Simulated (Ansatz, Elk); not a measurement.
**How far do independent atoms describe Cu2Rh2Au?**

The structure of Cu2Rh2Au used here is made up (a known structure type with other elements) and was relaxed beforehand with PBE. The aim is the Fourier transform of its all-electron density, F(hkl), set beside the sum over free spherical atoms that refinements use.

Calculated with Elk 11.2.3 (patched build); DFT, PBE, all-electron APW+lo, Dirac cores, scalar-relativistic bands, static density, ferromagnetic start.

The structure was built from a prototype and need not be the compound's stable phase.

## (1) The starting structure

Symmetry: P-3m1, No. 164, trigonal system. The conventional cell has a = 4.178 Å, b = 4.178 Å, c = 5.101 Å, α = 90.00°, β = 90.00°, γ = 120.00°. Nearest to Au lie 6 Cu at 2.53 Å. Nearest to Rh lie 5 Cu at 2.46 to 2.67 Å and 3 Rh at 2.75 Å. Nearest to Cu lie 5 Rh at 2.46 to 2.67 Å and 3 Au at 2.53 Å. Farther neighbours are not listed.

## (2) Ground state and structure factors

An all-electron density is needed, since X-rays see the cores too. Task 0 finds the density and task 195 Fourier-transforms it; tshift is off so that phases refer to the origin typed.

File elk.in:

```
tasks
  0
  195
  196

xctype
  20

spinpol
  .true.

rgkmax
  7.0

gmaxvr
  14.0

lmaxo
  7

lmaxapw
  8

swidth
  0.002

tshift
  .false.

ramdisk
  .false.

hmaxvr
  5.5

maxscl
  120

epspot
  1e-06

reducebf
  0.8

sppath
  './'

avec
  7.89469507372 0.00000000000 0.00000000000
  -3.94734753686 6.83700648897 0.00000000000
  0.00000000000 0.00000000000 9.63926842590

atoms
  3
  'Au.in'
  1
  -0.0000000000 0.0000000000 -0.0000000000   0.000000 0.000000 0.000000
  'Rh.in'
  2
  0.3333333333 0.6666666667 0.6298510184   0.000000 0.000000 -0.045000
  0.6666666667 0.3333333333 0.3701489816   0.000000 0.000000 -0.045000
  'Cu.in'
  2
  0.3333333333 0.6666666667 0.1468766815   0.000000 0.000000 0.000000
  0.6666666667 0.3333333333 0.8531233185   0.000000 0.000000 0.000000

ngridk
  5 5 4
```

On the command line:

```console
> OMP_NUM_THREADS=4 elk
```

Numbers of over 12 decimals in the logs are rounded to 6 here.

The log of the run:

```text
┌─────────────────────────┐
│ Elk code version 11.2.3 │
└─────────────────────────┘

All units are atomic (Hartree, Bohr, etc.)

┌─────────────────────────────────────────────────┐
│ Ground-state run starting from atomic densities │
└─────────────────────────────────────────────────┘

Lattice vectors :
   7.894695074       0.000000000       0.000000000
  -3.947347537       6.837006489       0.000000000
   0.000000000       0.000000000       9.639268426

Reciprocal lattice vectors :
  0.7958743496      0.4594982700      -0.000000000
   0.000000000      0.9189965400       0.000000000
   0.000000000      -0.000000000      0.6518321754

Unit cell volume      :    520.2899377
Brillouin zone volume :   0.4767538165

Muffin-tin inner radius fraction :   0.1000000000E-01

Nuclei treated as point charges

Species : 1 (Au)
 parameters loaded from : Au.in
 name : gold
 nuclear charge    :   -79.00000000
 electronic charge :    79.00000000
 atomic mass :    359048.0562
 muffin-tin radius :    2.543058973
 number of radial points in muffin-tin :   1393
 inner part over the whole radius :   0.9967136867E-02
 number on inner part of muffin-tin    :    998
 approximate nuclear radius :   0.1033733540E-03
 number of mesh points to nuclear radius :    526
 atomic positions (lattice), magnetic fields (Cartesian) :
  1 :   0.00000000  0.00000000  0.00000000    0.00000000  0.00000000  0.00000000

Species : 2 (Rh)
 parameters loaded from : Rh.in
 name : rhodium
 nuclear charge    :   -45.00000000
 electronic charge :    45.00000000
 atomic mass :    187585.2511
 muffin-tin radius :    2.505217419
 number of radial points in muffin-tin :   1193
 inner part over the whole radius :   0.9905301922E-02
 number on inner part of muffin-tin    :    848
 approximate nuclear radius :   0.8524867730E-04
 number of mesh points to nuclear radius :    424
 atomic positions (lattice), magnetic fields (Cartesian) :
  1 :   0.33333333 -0.33333333 -0.37014898    0.00000000  0.00000000 -0.04500000
  2 :  -0.33333333  0.33333333  0.37014898    0.00000000  0.00000000 -0.04500000

Species : 3 (Cu)
 parameters loaded from : Cu.in
 name : copper
 nuclear charge    :   -29.00000000
 electronic charge :    29.00000000
 atomic mass :    115837.2717
 muffin-tin radius :    2.100301858
 number of radial points in muffin-tin :    993
 inner part over the whole radius :   0.9971712709E-02
 number on inner part of muffin-tin    :    699
 approximate nuclear radius :   0.7406004541E-04
 number of mesh points to nuclear radius :    339
 atomic positions (lattice), magnetic fields (Cartesian) :
  1 :   0.33333333 -0.33333333  0.14687668    0.00000000  0.00000000  0.00000000
  2 :  -0.33333333  0.33333333 -0.14687668    0.00000000  0.00000000  0.00000000

Total number of atoms per unit cell :    5
Total muffin-tin volume :    278.2294618
 ratio of muffin-tin to unit cell volume :   0.5347584907

Spin treatment :
 spin-polarised
 global magnetic field (Cartesian) :    0.000000000       0.000000000       0.000000000
 collinear magnetisation in z-direction

Number of Bravais lattice symmetries :   24
Number of crystal symmetries         :   12
Crystal has inversion symmetry
Real symmetric eigensolver will be used

k-point grid :      5     5     4
k-point offset :    0.000000000       0.000000000       0.000000000
k-point set is reduced with full crystal symmetry group
Total number of k-points :       17

Muffin-tin radius times maximum |G+k| :    7.000000000
 using average radius
Maximum |G+k| for APW functions       :    2.977685009
Maximum (1/2)|G+k|²                   :    4.433304008
Maximum |G| for potential and density :    14.00000000
Constant for pseudocharge density :    9
 order of it for each species :   16  16  16
 order of it for pair densities of each species (exact exchange by exxq0 0: 17) :   11  11   7
Radial integration step length :    1

G-vector grid sizes :     36    36    45
Number of G-vectors :    24217

Maximum angular momentum used for
[...]
[... loops 3 to 19 left out ...]

┌──────────────────┐
│ Loop number : 20 │
└──────────────────┘

Energies :
 Fermi                       :     0.267847
 sum of occupied eigenvalues :     -19330.555628642
 electron kinetic            :      35230.046909972
 core electron kinetic       :      33675.972886251
 Coulomb                     :     -66379.758911128
 Coulomb potential           :     -53544.009097350
 nuclear-nuclear             :     -3352.3948401554
 electron-nuclear            :     -72604.365214228
 Hartree                     :      9577.0011432556
 Madelung                    :     -39607.754362453
 xc potential                :     -1016.5601946801
 xc effective B-field        :    -0.33244919088197E-01
 external B-field            :      0.000000
 exchange                    :     -766.22337531791
 correlation                 :     -12.445620377354
 electron entropic           :    -0.19216940095176E-02
 total energy                :     -31928.382918545
 (external B-field energy excluded from total)

Density of states at Fermi energy :    145.3578301
 (states/Hartree/unit cell)

Estimated indirect band gap :   0.2842891977E-03
 from k-point 13 to k-point 8
Estimated direct band gap   :   0.2613935000E-02
 at k-point 8

Charges :
 core                        :    128.0000000
 valence                     :    99.00000000
 interstitial                :    6.808658739
 muffin-tins (core leakage)
  species : 1 (Au)
[...]
species : 2 (Rh)
[...]
species : 3 (Cu)
[...]
total in muffin-tins        :    220.1913413
 total calculated charge     :    226.9968618
 total charge                :    227.0000000
 error                       :   0.3138195449E-02

Moments :
 interstitial                :   0.3329935216E-01
 muffin-tins
  species : 1 (Au)
[...]
species : 2 (Rh)
[...]
species : 3 (Cu)
[...]
total in muffin-tins        :    2.429213649
 total moment                :    2.462513001

RMS change in Kohn-Sham potential (target) :   0.7916407322E-06 (  0.1000000000E-05)
Absolute change in total energy (target)   :   0.1157655788E-04 (  0.1000000000E-03)

Convergence targets achieved

┌──────────────────┐
│ Loop number : 21 │
└──────────────────┘

Energies :
 Fermi                       :     0.267846
 sum of occupied eigenvalues :     -19330.555648692
 electron kinetic            :      35230.046889421
 core electron kinetic       :      33675.972893989
 Coulomb                     :     -66379.758905660
 Coulomb potential           :     -53544.009073428
 nuclear-nuclear             :     -3352.3948401554
 electron-nuclear            :     -72604.365232147
 Hartree                     :      9577.0011666424
 Madelung                    :     -39607.754368946
 xc potential                :     -1016.5602204235
 xc effective B-field        :    -0.33240968920540E-01
 external B-field            :      0.000000
 exchange                    :     -766.22337463854
 correlation                 :     -12.445620642139
 electron entropic           :    -0.19219335028771E-02
 total energy                :     -31928.382933453
 (external B-field energy excluded from total)

Density of states at Fermi energy :    145.3758997
 (states/Hartree/unit cell)

Estimated indirect band gap :   0.2840629980E-03
 from k-point 13 to k-point 8
Estimated direct band gap   :   0.2613899736E-02
 at k-point 8

Charges :
 core                        :    128.0000000
 valence                     :    99.00000000
 interstitial                :    6.808656843
 muffin-tins (core leakage)
  species : 1 (Au)
[...]
species : 2 (Rh)
[...]
atom 2                    :    43.66911578     ( -0.3014477699E-06)
  species : 3 (Cu)
   atom 1                    :    27.59112774     (  0.8298556570E-03)
   atom 2                    :    27.59112774     (  0.8298556570E-03)
 total in muffin-tins        :    220.1913432
 total calculated charge     :    226.9968618
 total charge                :    227.0000000
 error                       :   0.3138203185E-02

Moments :
 interstitial                :   0.3329743044E-01
 muffin-tins
  species : 1 (Au)
[...]
species : 2 (Rh)
[...]
atom 2                    :    1.030094085
  species : 3 (Cu)
   atom 1                    :   0.1576979489
   atom 2                    :   0.1576979489
 total in muffin-tins        :    2.429095776
 total moment                :    2.462393207

┌──────────────────────────────┐
│ Self-consistent loop stopped │
└──────────────────────────────┘

Warning : core states of species 1 leak from the muffin-tin :   0.3927539433E-03

Warning : core states of species 3 leak from the muffin-tin :   0.8298556570E-03

Wrote STATE.OUT
```

Run time: 5.5 min. Hardware: 4 threads of Intel Xeon Platinum 8488C (Sapphire Rapids), shared host; peak memory 0.71 GiB.

SFACRHO.OUT:

```text

h k l indices transformed by vhmat matrix:
   1.000000000       0.000000000       0.000000000    
   0.000000000       1.000000000       0.000000000    
   0.000000000       0.000000000       1.000000000    

      h      k      l  multipl.   |H|            Re(F)            Im(F)           |F|

      0      0      0      1   0.0000000       227.00000      0.11868390E-15   227.00000    
      0      0     -1      2  0.65183218       50.318942      -0.0000000       50.318942    
      0      1      0      6  0.91899654       6.8480402      0.14440947E-13   6.8480402    
     -1      1      1      6   1.1266942       94.572459      -0.0000000       94.572459    
     -1      1     -1      6   1.1266942       66.828752      -0.0000000       66.828752    
      0      0     -2      2   1.3036644       50.306829      -0.0000000       50.306829    
      1     -2      0      6   1.5917487       174.67210      0.65500094E-16   174.67210    
      0      1     -2      6   1.5950221      -22.552147      0.23466538E-13   22.552147    
      0      1      2      6   1.5950221       166.07773     -0.36102367E-13   166.07773    
     -1      2      1     12   1.7200433       42.989938      -0.0000000       42.989938    
      2      0      0      6   1.8379931       8.9811935      0.25271657E-13   8.9811935    
      2     -2     -1      6   1.9501548       57.256722      -0.0000000       57.256722    
      2      0     -1      6   1.9501548       80.605054     -0.85743121E-14   80.605054    
      0      0      3      2   1.9554965       70.285226      -0.0000000       70.285226    
      1      1     -2     12   2.0574753       44.452068      0.72204734E-14   44.452068    
     -1      0     -3      6   2.1606761       73.110316      0.36102367E-14   73.110316    
      0     -1     -3      6   2.1606761       31.537428      0.90255917E-14   31.537428    
      0     -2      2      6   2.2533884       143.78587      0.38810044E-13   143.78587
```

Elk indexes on the primitive cell of elk.in and gives |H| = 4π sin θ/λ in inverse bohr. Below, one row stands for each form hkl of the conventional cell (m members, Friedel mates merged), F is for one primitive cell and the density is static (no thermal factor). Free-atom factors are Waasmaier and Kirfel's, and R is Σm||F|−|F'||/Σm|F|.

```csv
hkl,m,sin θ/λ (Å⁻¹),"abs F, DFT",neutral atoms,diff.
001,2,0.098,50.319,50.606,-0.288
100,6,0.138,6.848,6.839,+0.009
101,6,0.169,94.573,94.586,-0.013
011,6,0.169,66.829,67.132,-0.303
002,2,0.196,50.307,50.304,+0.003
110,6,0.239,174.672,175.938,-1.266
102,6,0.240,22.552,23.182,-0.630
012,6,0.240,166.078,167.340,-1.262
111,12,0.259,42.990,43.405,-0.415
200,6,0.276,8.981,8.588,+0.393
201,6,0.293,57.257,57.684,-0.428
021,6,0.293,80.605,80.361,+0.245
003,2,0.294,70.285,70.058,+0.228
112,12,0.309,44.452,44.439,+0.014
```

## (3) The magnetisation density

The same run holds the spin density, and task 196 transforms it. The order is that of the start, and no other was tried.

SFACMAG_1.OUT:

```text

h k l indices transformed by vhmat matrix:
   1.000000000       0.000000000       0.000000000    
   0.000000000       1.000000000       0.000000000    
   0.000000000       0.000000000       1.000000000    

      h      k      l  multipl.   |H|            Re(F)            Im(F)           |F|

      0      0      0      1   0.0000000       2.4623933      0.28745357E-17   2.4623933    
      0      0     -1      2  0.65183218     -0.97082538      0.19743482E-15  0.97082538    
      0      1      0      6  0.91899654     -0.86064540      0.11281990E-15  0.86064540    
     -1      1      1      6   1.1266942       1.0884949     -0.49358705E-16   1.0884949    
     -1      1     -1      6   1.1266942     -0.29914420      0.56409948E-16  0.29914420    
      0      0     -2      2   1.3036644     -0.18517538      -0.0000000      0.18517538    
      1     -2      0      6   1.5917487       1.1160646      0.89998184E-17   1.1160646    
      0      1     -2      6   1.5950221     -0.86065642      0.22563979E-15  0.86065642    
      0      1      2      6   1.5950221       1.0389856     -0.44775396E-15   1.0389856    
     -1      2      1     12   1.7200433     -0.33180295      0.28204974E-16  0.33180295    
      2      0      0      6   1.8379931     -0.45058323      0.22563979E-15  0.45058323    
      2     -2     -1      6   1.9501548      0.86327229E-02 -0.42307461E-16  0.86327229E-02
      2      0     -1      6   1.9501548      0.29628925     -0.13926206E-15  0.29628925    
      0      0      3      2   1.9554965      0.24900250      0.42307461E-16  0.24900250    
      1      1     -2     12   2.0574753     -0.50583413E-01 -0.56409948E-16  0.50583413E-01
     -1      0     -3      6   2.1606761      0.99073565E-01  0.98717409E-16  0.99073565E-01
```

The total moment is 2.46 μB a cell; sphere moments: Au1 +0.05, Rh2 +1.03, Rh3 +1.03, Cu4 +0.16, Cu5 +0.16 μB. Polarised neutrons measure spin and orbital magnetisation together; without spin-orbit coupling the run gives the spin part:

```csv
hkl,sin θ/λ (Å⁻¹),abs F_M (μB)
001,0.098,0.971
100,0.138,0.861
101,0.169,1.089
011,0.169,0.299
002,0.196,0.185
110,0.239,1.116
102,0.240,0.861
012,0.240,1.039
111,0.259,0.332
200,0.276,0.451
201,0.293,0.009
021,0.293,0.296
003,0.294,0.249
112,0.309,0.051
```

[end of part 1 of 2]

[Logs are printed without paths, hosts, clocks, repeated set-up lines and the standing remarks that a program may print on its own settings, such as how far it seeks lower states.]

[Hosts, paths, dates, database ids (printed as entryN), source tags and the programs' standing remarks are cut or masked in the printed files.]
